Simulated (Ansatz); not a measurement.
## LiSc3 (built on the sites of a database entry of LiAl3): the cell at rest

Wanted: the relaxed cell of LiSc3 (built on the sites of a database entry of LiAl3).

Method: DFT PBEsol, scalar-relativistic, plane waves, PAW, in Ansatz 0.2.0.

Report form: the programs' logs are mostly left out.

The structure was built from a prototype and need not be the compound's stable phase.

## (1) The structure

Symmetry: Pm-3m, No. 221, cubic system. The conventional cell has a = 4.973 Å, b = 4.973 Å, c = 4.973 Å, α = 90.00°, β = 90.00°, γ = 90.00°. Nearest to Li lie 12 Sc at 3.52 Å. Sc has 8 Sc at 3.52 Å and 4 Li at 3.52 Å nearest. Farther neighbours are not listed.

## (2) A coarse first look

First a cheap look: the gap decides the mesh and the occupations, the pressure tells how far the cell has to move.

The input, input.yaml:

```yaml
crystal:
  lattice:
    - [4.97308, 0.0, 0.0]
    - [0.0, 4.97308, 0.0]
    - [0.0, 0.0, 4.97308]
  atoms:
    - { symbol: Li, position: [0.0, 0.0, 0.0] }
    - { symbol: Sc, position: [0.5, 0.5, 0.0] }
    - { symbol: Sc, position: [0.5, 0.0, 0.5] }
    - { symbol: Sc, position: [0.0, 0.5, 0.5] }
kpoints:
  mp_grid: { grid: [4, 4, 4] }
hamiltonian:
  xc: pbesol
scf:
  occupations: { method: gaussian, width: 0.1 }
output:
  forces: true
  stress: true
  eigenvalues: true
```

The run is started by

```console
$ ansatz run input.yaml --threads 4 --pin off --max-ram 14336MiB --backend cpu --events-out ev --progress --plain --runs-dir out
```

Elapsed: 0.55 s, on 4 threads of Arm Neoverse V2, shared host; peak memory 0.39 GiB.

This step gave:

```yaml
pressure: -7.894 GPa
volume_per_atom: 30.75 Å³
gap_on_the_k_mesh: 0 eV
```

The coarse mesh shows no gap and a pressure of -7.9 GPa.

## (3) Relaxation, k-mesh 8×8×8

The cell and atoms are relaxed, since residual forces and stress would shift the frequencies.

input.yaml: that of step 2 with these lines changed.

```diff
@@ -11,3 +11,3 @@
 kpoints:
-  mp_grid: { grid: [4, 4, 4] }
+  mp_grid: { grid: [8, 8, 8] }
 hamiltonian:
@@ -20 +20,6 @@
   eigenvalues: true
+relax:
+  adjacent_minimum: "off"
+  f_tol: 0.005
+  max_steps: 80
+  cell: { stress_tol: 0.05 }
```

Run time: 7.1 s. Hardware: 4 threads; peak memory 0.47 GiB; 27 s of CPU time.

Relaxation path:

```tsv
step	energy less that of the first step (eV)	largest force component (eV/Å)	pressure (GPa)	volume (Å³)
1	0.0000	0.0000	-7.90	122.99
2	-0.7277	0.0000	-5.34	105.87
3	-1.0302	0.0000	-0.32	90.41
4	-1.0309	0.0000	0.07	89.58
5	-1.0309	0.0000	0.00	89.72
6*	-1.0296	0.0000	-0.01	89.72
```

Relaxation steps marked * repeat the geometry before them on a plane-wave basis chosen anew for their cell, so energy and pressure can jump there.

The run keeps the 48 symmetry operations that it works with, so distortions that break them were not tested.

```tsv
conventional cell, symmetrised	before	after	change
a (Å)	4.973	4.477	-10.0 %
b (Å)	4.973	4.477	-10.0 %
c (Å)	4.973	4.477	-10.0 %
volume (Å³/atom)	30.75	22.43	-27.1 %
```

The relaxed structure:

```xyz
4
Lattice="4.4768 0.0000 0.0000 0.0000 4.4768 0.0000 0.0000 0.0000 4.4768" Properties=species:S:1:pos:R:3 pbc="T T T"
Li    0.0000    0.0000    0.0000
Sc    2.2384    2.2384    0.0000
Sc    2.2384    0.0000    2.2384
Sc    0.0000    2.2384    2.2384
```

Numbers from this step:

```
pressure        : -0.005408 GPa
volume per atom : 22.43 Å³
```

In this step the volume went from 30.75 to 22.43 Å³/atom.

## (4) Relaxation, k-mesh 10×10×10

The relaxation is repeated from its end, on the mesh and smearing that suit the cell and gap now reached.

input.yaml, the sections that differ from step 3:

```yaml
crystal:
  lattice:
    - [4.4767670586, 0.0, 0.0]
    - [0.0, 4.4767670586, 0.0]
    - [0.0, 0.0, 4.4767670586]
  atoms:
    - { symbol: Li, position: [0.0, 0.0, 0.0] }
    - { symbol: Sc, position: [0.5, 0.5, 0.0] }
    - { symbol: Sc, position: [0.5, 0.0, 0.5] }
    - { symbol: Sc, position: [0.0, 0.5, 0.5] }
kpoints:
  mp_grid: { grid: [10, 10, 10] }
# hamiltonian, scf, output, relax: as in step 3
```

Run time: 2.8 s. Hardware: 4 threads; peak memory 0.44 GiB; 10 s of CPU time.

Little changed from the start: no atom moved by 0.005 Å and no cell edge by 0.1 %.

This step gave:

* pressure: -0.01206 GPa

In this step the volume went from 22.43 to 22.43 Å³/atom.

## (5) Relaxing to small forces for the phonons

Phonons need a cell at rest on their own settings, so the relaxation is repeated with tight tolerances on forces and stress on the k mesh and occupations of the first response run.

input.yaml, the sections that differ from step 4:

```yaml
kpoints:
  mp_grid: { grid: [12, 12, 12] }
scf:
  occupations: { method: methfessel_paxton, width: 0.2 }
relax:
  adjacent_minimum: "off"
  f_tol: 0.001
  max_steps: 60
  cell: { stress_tol: 0.01 }
# crystal, hamiltonian, output: as in step 4
```

The job ended after 7.5 s (4 threads; peak memory 0.48 GiB; 28 s of CPU time).

Little changed from the start: no atom moved by 0.005 Å and no cell edge by 0.1 %.

This step gave:

```
pressure        : 1.68e-5 GPa
volume per atom : 22.41 Å³
```

The forces vanish by symmetry and the pressure is 0.000 GPa, within the tolerances set. The cell now holds 22.41 Å³/atom.

## (6) Results

```
space group after relaxation (within 0.01 Å) : Pm-3m
lattice constant a                           : 4.476 Å
lattice constant b                           : 4.476 Å
lattice constant c                           : 4.476 Å
volume per atom                              : 22.4 Å³
```

**Reading.** The forces vanish by symmetry and the pressure is 0.000 GPa, within the tolerances set. The cell now holds 22.41 Å³/atom. The relaxation keeps the symmetry of its start, so it says nothing on stability against lower symmetry. The starting cell was built on a prototype and not taken from a measurement, so the phase need not exist.

[Logs are printed without paths, hosts, clocks, repeated set-up lines and the standing remarks that a program may print on its own settings, such as how far it seeks lower states.]

[Hosts, paths, dates, database ids (printed as entryN), source tags and the programs' standing remarks are cut or masked in the printed files.]
